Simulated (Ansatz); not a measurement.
# Phonons of LuP (Fm-3m) against volume

Does LuP (Fm-3m) expand much on heating, by its phonons?

Program: Ansatz 0.2.0. Level of theory: DFT LDA, scalar-relativistic, plane waves, PAW. Results are calculated unless marked as measured.

### Step 1. The starting structure

It takes space group Fm-3m (No. 225, cubic). The conventional cell has a = 5.391 Å, b = 5.391 Å, c = 5.391 Å, α = 90.00°, β = 90.00°, γ = 90.00°. Nearest to Lu lie 6 P at 2.70 Å. Nearest to P lie 6 Lu at 2.70 Å. Farther neighbours are not listed.

### Step 2. Phonons on a q mesh

The cell comes from relaxations at this level that are not shown. Stability and thermal properties need the whole zone. Linear response on a 4×4×4 q mesh gives force constants as far as a supercell of that size would.

input.yaml

```yaml
crystal:
  lattice:
    - [0.0, 2.6954447061, 2.6954447061]
    - [2.6954447061, 0.0, 2.6954447061]
    - [2.6954447061, 2.6954447061, 0.0]
  atoms:
    - { symbol: Lu, position: [0.0, 0.0, 0.0] }
    - { symbol: P, position: [0.5, 0.5, 0.5] }
kpoints:
  mp_grid: { grid: [12, 12, 12] }
hamiltonian:
  xc: lda
scf:
  occupations: { method: methfessel_paxton, width: 0.15 }
output:
  eigenvalues: true
phonons:
  method: dfpt
  qmesh: [4, 4, 4]
  temperatures: { t_max: 1000, t_step: 50 }
  qpath:
    path:
      - [[0.0, 0.0, 0.0], [0.5, 0.0, 0.5], [0.625, 0.25, 0.625]]
      - [[0.375, 0.375, 0.75], [0.0, 0.0, 0.0], [0.5, 0.5, 0.5], [0.5, 0.25, 0.75], [0.5, 0.0, 0.5]]
    npoints: 10
```

Started as:

```bash
ansatz run input.yaml --threads 4 --pin off --max-ram 7168MiB --backend cpu --events-out ev --progress --plain --runs-dir out
```

Numbers of over 12 decimals in the logs are rounded to 6 here.

Log:

```text
Engine: ansatz 0.2.0, aarch64-unknown-linux-gnu
Pseudopotentials: kind: paw
Pseudopotential: Lu, paw, valence charge 25, recommended cutoff 420 eV (normal), Lu.paw.azcp
Pseudopotential: P, paw, valence charge 5, recommended cutoff 420 eV (normal), P.paw.azcp
Functional definition: SPW92
  exchange = slater_x
  correlation = pw_c
Crystal: 2 atoms, lattice volume = 39.167 Å³
Basis set: ecut = 420 eV, 749 PW (Γ), exchange–correlation on 54×54×54 points (8 copies of the dense FFT grid, shifted against one another)
Bands: 19, of which v1, the nominal top of the filled ones, is band 15 counted from 1 (14 counted from 0)
Symmetry: 48 space group operations
k-points: 72 of 1728
Non-local potential: Lu, projectors of the file, l = 0: 3, l = 1: 2, l = 2: 2, l = 3: 3
Non-local potential: P, projectors of the file, l = 0: 2, l = 1: 2, l = 2: 2
PAW form: soft (Blöchl's): semilocal exchange-correlation on the pseudo side does not see the compensation charge
PAW frozen core: Lu, regenerated for the run's functional, and the local potential with it (the file was generated under x = pbe(κ = 0.804, μ = 0.219515), c = pbe(β = 0.066725))
PAW frozen core: P, regenerated for the run's functional, and the local potential with it (the file was generated under x = pbe(κ = 0.804, μ = 0.219515), c = pbe(β = 0.066725))
PAW one-centre angular grid: Lu, 590 points (default); XC on 64 Gauss nodes
PAW one-centre angular grid: P, 110 points (default); XC on 64 Gauss nodes
Initial density: superposition of atomic densities (neutral atoms: chi_scale 0, normalization atom), corrected by the library's trained network
Initial wavefunctions: pseudopotential atomic-orbital guess
Functional: x = slater, c = lda
SCF iter   1: F=—  HF=-15222.231826 eV  |F-HF|=—  |Δ(HF+E_count)|=         —  Δρ=4.70e-3  dr2=7.93e-3  ethr=1.77e-3  ⟨swp⟩=5.5  Hψ=7759  notcnv=0
preconditioner: auto → none  [insulator: Δε(μ)=0.143 eV  Ē_g=13.019 eV  σ=0.150 eV  W_gap=0.64  n_scr=14 (ndim 8)  ℏωp=31.4 eV  f_vac=0.000  D(μ)=0.24/eV (n_scr^D=0)  ε∞_Penn≈6.8]
SCF iter   2: F=—  HF=-15222.228662 eV  |F-HF|=—  |Δ(HF+E_count)|=   3.16e-3  S|Δr|=    0.00e0  Δρ=2.73e-3  dr2=1.85e-3  ethr=2.64e-5  ⟨swp⟩=2.5  Hψ=3391  notcnv=0  defer=1
SCF iter   3: F=—  HF=-15222.228064 eV  |F-HF|=—  |Δ(HF+E_count)|=   5.99e-4  S|Δr|=    0.00e0  Δρ=1.35e-3  dr2=4.06e-4  ethr=6.17e-6  ⟨swp⟩=3.2  Hψ=2962  notcnv=0  defer=1
SCF iter   4: F=—  HF=-15222.227916 eV  |F-HF|=—  |Δ(HF+E_count)|=   1.48e-4  S|Δr|=    0.00e0  Δρ=6.59e-4  dr2=1.57e-4  ethr=1.35e-6  ⟨swp⟩=2.7  Hψ=2818  notcnv=0  defer=1
SCF iter   5: F=—  HF=-15222.227879 eV  |F-HF|=—  |Δ(HF+E_count)|=   3.70e-5  S|Δr|=    0.00e0  Δρ=1.54e-4  dr2=8.62e-6  ethr=5.22e-7  ⟨swp⟩=2.0  Hψ=1687  notcnv=0  defer=1
SCF iter   6: F=—  HF=-15222.227879 eV  |F-HF|=—  |Δ(HF+E_count)|=   2.12e-7  S|Δr|=    0.00e0  Δρ=2.47e-5  dr2=1.01e-7  ethr=2.87e-8  ⟨swp⟩=2.1  Hψ=2393  notcnv=0  defer=1
SCF iter   7: F=—  HF=-15222.227878 eV  |F-HF|=—  |Δ(HF+E_count)|=   4.62e-7  S|Δr|=    0.00e0  Δρ=4.77e-6  dr2=1.26e-8  ethr=3.36e-10  ⟨swp⟩=3.0  Hψ=3082  notcnv=0  defer=1
SCF iter   8: F=—  HF=-15222.227878 eV  |F-HF|=—  |Δ(HF+E_count)|=   2.74e-9  S|Δr|=    0.00e0  Δρ=2.53e-6  dr2=3.68e-9  ethr=4.21e-11  ⟨swp⟩=2.0  Hψ=1857  notcnv=0  defer=1
SCF iter   9: F=—  HF=-15222.227878 eV  |F-HF|=—  |Δ(HF+E_count)|=   1.09e-9  S|Δr|=    0.00e0  Δρ=2.12e-7  dr2=2.40e-11  ethr=1.23e-11  ⟨swp⟩=2.0  Hψ=2275  notcnv=0  defer=1
SCF iter  10: F=-15222.227878 eV  HF=-15222.227878 eV  |F-HF|=5.46e-12  |Δ(HF+E_count)|=  3.64e-12  S|Δr|=    0.00e0  Δρ=1.02e-7  dr2=5.01e-12  ethr=1.00e-12  ⟨swp⟩=9.8  Hψ=10442  notcnv=0
SCF 1 converged in 10 iterations: F = -15222.227878 eV  dr2 = 5.01e-12
  greatest PAW one-centre occupation: 0.998 electrons in one spin orbital (limit 2), on the Lu atom at site 0 (counted from 0), in its partial waves of l = 0
Initial density: read from a saved state, or passed on in memory by an earlier SCF of this step, an earlier step, the calling program or the single point that the run made first
iter 1 solved again at ethr=2.19e-8 eV; its pass at ethr=3.10e-3 eV (dr2=6.57e-6 eV) is discarded
SCF iter   1: F=—  HF=-15222.227878 eV  |F-HF|=—  |Δ(HF+E_count)|=         —  Δρ=9.78e-7  dr2=9.89e-11  ethr=2.19e-8  ⟨swp⟩=5.4  Hψ=14128  notcnv=0
eigensolver tolerance schedule: the retry pair's looser diagonalisation over-reported the residual by 66373.30 of it (diagonalisation noise at 0.88 of the residual, at the tolerance the schedule requests for it); recorded, not acted on — ethr = c·dr2/N_el stays at c = 1.0e-1
preconditioner: auto → none  [insulator: Δε(μ)=0.145 eV  Ē_g=12.976 eV  σ=0.150 eV  W_gap=0.65  n_scr=14 (ndim 8)  ℏωp=31.4 eV  f_vac=0.000  D(μ)=0.22/eV (n_scr^D=0)  ε∞_Penn≈6.9]
SCF iter   2: F=—  HF=-15222.227878 eV  |F-HF|=—  |Δ(HF+E_count)|=   1.90e-7  S|Δr|=    0.00e0  Δρ=6.44e-7  dr2=1.09e-10  ethr=1.00e-12  ⟨swp⟩=4.9  Hψ=5113  notcnv=0
SCF iter   3: F=—  HF=-15222.227878 eV  |F-HF|=—  |Δ(HF+E_count)|=  3.82e-11  S|Δr|=    0.00e0  Δρ=3.61e-7  dr2=1.60e-11  ethr=1.00e-12  ⟨swp⟩=2.7  Hψ=2473  notcnv=0
SCF iter   4: F=—  HF=-15222.227878 eV  |F-HF|=—  |Δ(HF+E_count)|=  1.82e-12  S|Δr|=    0.00e0  Δρ=2.88e-7  dr2=1.26e-11  ethr=1.00e-12  ⟨swp⟩=6.1  Hψ=5223  notcnv=0
SCF iter   5: F=-15222.227878 eV  HF=-15222.227878 eV  |F-HF|=1.82e-12  |Δ(HF+E_count)|=  3.64e-12  S|Δr|=    0.00e0  Δρ=1.39e-7  dr2=2.51e-12  ethr=1.00e-12  ⟨swp⟩=3.0  Hψ=3326  notcnv=0
SCF 2 converged in 5 iterations: F = -15222.227878 eV  dr2 = 2.51e-12
phonons: the bands overlap, so this run is a metal and interpolates without the dipole-dipole term. If the crystal is really an insulator or semiconductor, its LO-TO splitting is missing
NSCF: frozen V_eff on 72 k-points
NSCF: frozen V_eff on 163 k-points
DFPT response loops at q = (0, 0, 0) (fractional): preconditioner auto → Kerker (q_TF=auto, 2.610 Å⁻¹) (partly filled bands, converged f_vac=0.000); β = 1.00, the filter's whole step (`scf.mixing.beta` (0.50) is not read by the response loops under this deck's `scf.mixing.preconditioner`; to damp them name `kerker` or `kerker_dos`, under which they read `scf.mixing.beta`, and type it under 1.00, their step now; both keys bind the ground state too); Broyden in place of MSR1
NSCF: frozen V_eff on 1872 k-points
DFPT response loops at q = (0, 0, 0.25) (fractional): mixed as the last ones told, above
NSCF: frozen V_eff on 952 k-points
DFPT response loops at q = (0, 0, -0.5) (fractional): mixed as the last ones told, above
NSCF: frozen V_eff on 1020 k-points
DFPT response loops at q = (0, 0.25, 0.25) (fractional): mixed as the last ones told, above
NSCF: frozen V_eff on 3456 k-points
DFPT response loops at q = (0, 0.25, -0.5) (fractional): mixed as the last ones told, above
NSCF: frozen V_eff on 1872 k-points
DFPT response loops at q = (0, 0.25, -0.25) (fractional): mixed as the last ones told, above
NSCF: frozen V_eff on 560 k-points
DFPT response loops at q = (0, -0.5, -0.5) (fractional): mixed as the last ones told, above
NSCF: frozen V_eff on 1020 k-points
DFPT response loops at q = (0.25, -0.5, -0.25) (fractional): mixed as the last ones told, above
SCF converged after 10 iterations
Stability not checked: this state was not tested for a lower state beside it, because cold or Methfessel-Paxton smearing, or corrected tetrahedra, fill the levels in a way that the test cannot read (fill_not_monotonic; see scf.lower_state_search)
Free energy (F): -15222.227878 eV
Harris-Foulkes:  -15222.227878 eV  (|F-HF|=5.46e-12)
Internal energy: -15222.227993 eV  (E = F + TS)
E sigma→0 (E₀):  -15222.227907 eV
Entropy (-TS):   0.000114 eV (0.057 meV/atom)
Fermi energy:    13.326577 eV
--- Per-component energies (eV) ---
  E_band       = 38.773873
  E_kinetic    = 495.289812
  E_local      = -6989.568304  (includes V_loc(G=0)·N_el)
  E_nonlocal   = 621.777760
  E_hartree    = 2948.629856
  E_xc         = -280.601516
  E_vxc        = -322.687246  (∫ρ·V_xc dr)
  E_paw        = -7676.177981  (= ΣΔE_a)
  E_vpaw       = 336.702281  (= ΣTr[D̂ρ^β])
  E_aug_tail   = 0.000034  (compensation charges beyond the density's cutoff)
  E_ewald      = -4344.013641
  E_core_change = 2.435986  (= ΣΔE_core)
  E_smearing   = 0.000114  (= −TS)
  E_closure    = -0.000000  (closes the sum)
  Σ components = -15222.227878   (vs F -15222.227878, Δ=0.00e0)
--- Band table (eV; the first three rows and the last of 72) ---
  k-point 0: bands = [... 11 lower, 9.1058, 14.1355, 14.1355, 14.1355, 14.8233, 14.8233, 14.8233, 15.7669]
  k-point 1: bands = [... 11 lower, 9.1060, 13.2614, 13.5604, 13.5604, 15.0427, 15.0427, 15.2422, 16.4057]
  k-point 2: bands = [... 11 lower, 9.1064, 11.9589, 12.7467, 12.7467, 15.4573, 15.4573, 15.5454, 17.6383]
  k-point 71: bands = [... 11 lower, 9.1008, 10.6310, 10.6310, 10.6565, 16.6456, 16.6456, 17.1369, 19.3291]
--- Phonons (Γ-DFPT): 2 representative perturbations + reference (Σ response iterations 6) ---
  ASR residual: 8.827e-5 → 0.000e0 eV/Å²; symmetrization residual: 2.361e-6 eV/Å²
  ASR residual per site (eV/Å²): 8.83e-5 5.22e-5
  Γ frequencies (cm⁻¹): 0.00 0.00 0.00 266.23 266.23 266.23
--- Phonons (arbitrary-q DFPT): 8 irreducible q on the 4×4×4 mesh ---
  q = [0.0000, 0.0000, 0.0000] (star 1, of the zone-centre solve; hermiticity 6.88e-7, symmetrization 4.77e-12): -0.00 0.00 0.00 266.23 266.23 266.23
  q = [0.0000, 0.0000, 0.2500] (star 8, 2 solved perturbations on 936 of 1728 k-point pairs; hermiticity 1.68e-7, symmetrization 3.34e-13): 77.92 77.92 109.22 276.84 276.84 321.37
  q = [0.0000, 0.0000, -0.5000] (star 4, 2 solved perturbations on 476 of 1728 k-point pairs; hermiticity 1.70e-13, symmetrization 2.45e-12): 108.86 108.86 162.11 282.52 282.52 332.13
  q = [0.0000, 0.2500, 0.2500] (star 6, 4 solved perturbations in 1608 linear systems a pass and spin channel, the states on 510 of 1728 k-point pairs; hermiticity 1.53e-7, symmetrization 1.25e-12): 63.67 63.67 122.77 280.52 280.52 312.08
  q = [0.0000, 0.2500, -0.5000] (star 24, 4 solved perturbations in 5328 linear systems a pass and spin channel, the states on 1728 of 1728 k-point pairs; hermiticity 2.06e-7, symmetrization 1.30e-12): 101.09 108.71 131.77 282.88 299.45 319.73
  q = [0.0000, 0.2500, -0.2500] (star 12, 4 solved perturbations in 2892 linear systems a pass and spin channel, the states on 936 of 1728 k-point pairs; hermiticity 5.96e-8, symmetrization 3.92e-13): 85.18 108.83 144.23 286.24 298.23 322.20
  q = [0.0000, -0.5000, -0.5000] (star 3, 4 solved perturbations in 886 linear systems a pass and spin channel, the states on 280 of 1728 k-point pairs; hermiticity 1.27e-7, symmetrization 1.03e-12): 88.89 88.89 109.27 270.75 270.75 312.29
  q = [0.2500, -0.5000, -0.2500] (star 6, 4 solved perturbations in 1544 linear systems a pass and spin channel, the states on 510 of 1728 k-point pairs; hermiticity 1.59e-8, symmetrization 9.80e-13): 101.20 101.20 131.59 304.48 304.48 308.77
  sum rule: each row above includes the acoustic sum rule's correction from the zone centre's row sums; it moved no ω² by more than (0.68 cm⁻¹)²
  mesh force constants: q→R imaginary residual 3.81e-18; ASR residual 8.827e-5 → 0.000e0 eV/Å²; symmetrization residual 1.066e-14 eV/Å²
  interpolated dispersion: 62 rows × 6 modes
  density of states and harmonic sums: on the 20×20×20 q-mesh, interpolated from the force constants of a 4×4×4 supercell (no non-analytic term)
  largest difference from the sums on the solved wave vectors: F 1.24e-2 eV, S 1.64e-5 and C_V 4.01e-6 eV/K
  zero-point energy: 0.075137 eV/cell   skipped modes (ω ≤ 0): 3   left out of the sums: 6.25e-5 of the cell's modes: C_V's classical limit lies that fraction below 3 k_B per atom; for a crystal, a wire or a layer, F and S can be off by more, and a phonons.interpolated_qmesh denser along its periods is the remedy for the sampling
```

Elapsed: 11 min, on 4 threads of Arm Neoverse N1, shared host; peak memory 3.1 GiB.

Reading the cycles: dr2 is the Hartree energy of the density residual (eV), the measure of convergence; HF is the Harris–Foulkes estimate of the energy, which meets the free energy F at convergence.

This step gave:

- volume per atom: 19.58 Å³
- gap on the k-mesh: 0 eV
- sum-rule residual before enforcement: 8.83e-5 eV/Å²
- lowest frequency on the path: 0 cm⁻¹
- point group: m-3m
- highest frequency on the path or at a solved wavevector: 333.5 cm⁻¹
- mean frequency: 202 cm⁻¹
- Debye temperature (second moment): 417 K
- logarithmic mean frequency: 175 cm⁻¹
- highest optical mode at the zone centre (no LO-TO term): 266.2 cm⁻¹
- lowest optical zone-centre mode: 266.2 cm⁻¹
- lowest mode on the q mesh (acoustic modes at Γ apart): 63.67 cm⁻¹
- zero-point energy per atom: 37.57 meV
- heat capacity at 300 K: 22.74 J/(mol atoms K)
- vibrational entropy at 300 K: 30.47 J/(mol atoms K)
- edges of the widest gap between branches, on path and mesh: 162.1, 266.2 cm⁻¹

Frequencies (cm⁻¹) solved at each irreducible wavevector; negative means imaginary. Frequencies by wavevector, by row:

| q in reciprocal lattice units | star | mode 1 | mode 2 | mode 3 | mode 4 | mode 5 | mode 6 |
| --- | --- | --- | --- | --- | --- | --- | --- |
| 0 0 0 | 1 | 0 | 0 | 0 | 266.2 | 266.2 | 266.2 |
| 0 0 0.25 | 8 | 77.9 | 77.9 | 109.2 | 276.8 | 276.8 | 321.4 |
| 0 0 -0.5 | 4 | 108.9 | 108.9 | 162.1 | 282.5 | 282.5 | 332.1 |
| 0 0.25 0.25 | 6 | 63.7 | 63.7 | 122.8 | 280.5 | 280.5 | 312.1 |
| 0 0.25 -0.5 | 24 | 101.1 | 108.7 | 131.8 | 282.9 | 299.4 | 319.7 |
| 0 0.25 -0.25 | 12 | 85.2 | 108.8 | 144.2 | 286.2 | 298.2 | 322.2 |
| 0 -0.5 -0.5 | 3 | 88.9 | 88.9 | 109.3 | 270.8 | 270.8 | 312.3 |
| 0.25 -0.5 -0.25 | 6 | 101.2 | 101.2 | 131.6 | 304.5 | 304.5 | 308.8 |

Symmetry leaves 8 wavevectors to solve. The lowest mode among them, the acoustic zeros apart, lies at q = (0, 0.25, 0.25) and is real, 63.7 cm⁻¹.

### Step 3. Relaxing at another volume, volume ratio 0.97

The volume is scaled by 0.97 and held; symmetry leaves nothing to relax, so this is a single point. The modes can then be followed against volume.

input.yaml, the sections that differ from step 2:

```yaml
crystal:
  lattice:
    - [0.0, 2.6682161303, 2.6682161303]
    - [2.6682161303, 0.0, 2.6682161303]
    - [2.6682161303, 2.6682161303, 0.0]
  atoms:
    - { symbol: Lu, position: [0.0, 0.0, 0.0] }
    - { symbol: P, position: [0.5, 0.5, 0.5] }
output:
  forces: true
  stress: true
  eigenvalues: true
  write_density: true
  write_potential: true
  elf: true
  volumetric_format: npy
# kpoints, hamiltonian, scf: as in step 2
# phonons: removed
```

Log:

```text
[...]
Crystal: 2 atoms, lattice volume = 37.992 Å³
Basis set: ecut = 420 eV, 725 PW (Γ)
Bands: 19, of which v1, the nominal top of the filled ones, is band 15 counted from 1 (14 counted from 0)
Symmetry: 48 space group operations
[...]
k-points: 72 of 1728
[...]
--- Band table (eV; the first three rows and the last of 72) ---
  k-point 0: bands = [... 11 lower, 9.6835, 14.6930, 14.6930, 14.6930, 15.2816, 15.2816, 15.2816, 16.2627]
  k-point 1: bands = [... 11 lower, 9.6837, 13.7775, 14.0739, 14.0739, 15.5131, 15.5131, 15.7461, 16.9429]
  k-point 2: bands = [... 11 lower, 9.6841, 12.4553, 13.2268, 13.2268, 15.9404, 15.9404, 16.0697, 18.2252]
  k-point 71: bands = [... 11 lower, 9.6762, 11.0852, 11.0852, 11.1167, 17.1893, 17.1893, 17.7460, 19.9823]
[key lines of the parts left out:]
SCF converged after 8 iterations
Free energy (F): -15222.216219 eV
Fermi energy:    13.796357 eV
P = ⅓ Tr σ = 3.2472 GPa (32.472 kbar)
```

Elapsed: 3.1 s, on 4 threads; peak memory 0.36 GiB; 10 s of CPU time.

Numbers from this step:

- pressure: 3.247 GPa
- volume per atom: 19.00 Å³

Electrostatic potential energy in the ac plane of the conventional cell at fractional y = 0.000, with atoms of Lu and P within 0.2 Å of it. With pseudopotentials it is smooth inside the atoms' cores, unlike the true potential.

Ten even steps from '0' (-68 eV) to '9' (16 eV), each cell a mean:
```
026997312599740
358999756899864
889999999999998
999999999999999
889998767899998
358997312589974
137985100379851
137986200489952
579998534799986
999999888999999
999999999999999
679999888999986
137998534799852
015897211589730
```
Columns run along a (5.3 Å; values clipped at the 3rd and 97th percentile), rows up along c (5.3 Å), edges of the conventional cell, whose origin can differ from the input's. Atoms in or near the plane, at fractional coordinates: Lu at (0.00, 0.00), Lu at (0.50, 0.50), P at (0.50, 0.00), P at (0.00, 0.50).

Valence density in the ac plane of the conventional cell at fractional y = 0.000, with atoms of Lu and P within 0.2 Å of it. It is the smooth field of the valence electrons, not physical close to the nuclei.

Values in e/Å³, 14 rows by 15 columns, each cell a mean:
```
27 10  2  0  0  1  1  0  0  1  0  0  1  5 20
 5  2  1  0  0  0  1  1  1  1  0  0  0  1  4
 1  0  0  0  0  0  0  0  0  0  0  0  0  0  1
 0  0  0  0  0  0  0  0  0  0  0  0  0  0  0
 1  1  0  0  0  0  1  2  1  1  0  0  0  0  1
 1  1  1  0  0  1  5 13  9  2  0  0  0  1  1
 0  1  1  0  0  2 15 37 26  6  1  0  1  1  0
 0  1  1  0  0  2 11 27 19  5  1  0  0  1  0
 1  1  0  0  0  1  3  6  4  1  0  0  0  1  1
 0  0  0  0  0  0  0  1  1  0  0  0  0  0  0
 0  0  0  0  0  0  0  0  0  0  0  0  0  0  0
 2  1  0  0  0  0  1  1  1  0  0  0  0  1  1
13  5  1  0  0  1  1  1  1  1  0  0  0  3  9
37 14  2  0  0  1  1  0  0  1  1  0  1  6 27
```
Columns run along a (5.3 Å), rows up along c (5.3 Å), edges of the conventional cell, whose origin can differ from the input's. Atoms in or near the plane, at fractional coordinates: Lu at (0.00, 0.00), Lu at (0.50, 0.50), P at (0.50, 0.00), P at (0.00, 0.50).

ELF in the ac plane of the conventional cell at fractional y = 0.000, with atoms of Lu and P within 0.2 Å of it. It is the smooth field of the valence electrons, not physical close to the nuclei.

Ten even steps from '0' (0.03) to '9' (0.85), each cell a mean:
```
996269512883389
862169878983158
321147888752113
554322233222345
998511355213799
479624899623895
039626999844870
159626999834872
799613688413898
887411232112678
322224555432223
531158999873025
984269745883269
996269301784499
```
Columns run along a (5.3 Å), rows up along c (5.3 Å), edges of the conventional cell, whose origin can differ from the input's. Atoms in or near the plane, at fractional coordinates: Lu at (0.00, 0.00), Lu at (0.50, 0.50), P at (0.50, 0.00), P at (0.00, 0.50).

(Continued in part 2 of 2.)

[Logs are printed without paths, hosts, clocks, repeated set-up lines and the standing remarks that a program may print on its own settings, such as how far it seeks lower states.]

[Hosts, paths, dates, database ids (printed as entryN), source tags and the programs' standing remarks are cut or masked in the printed files.]
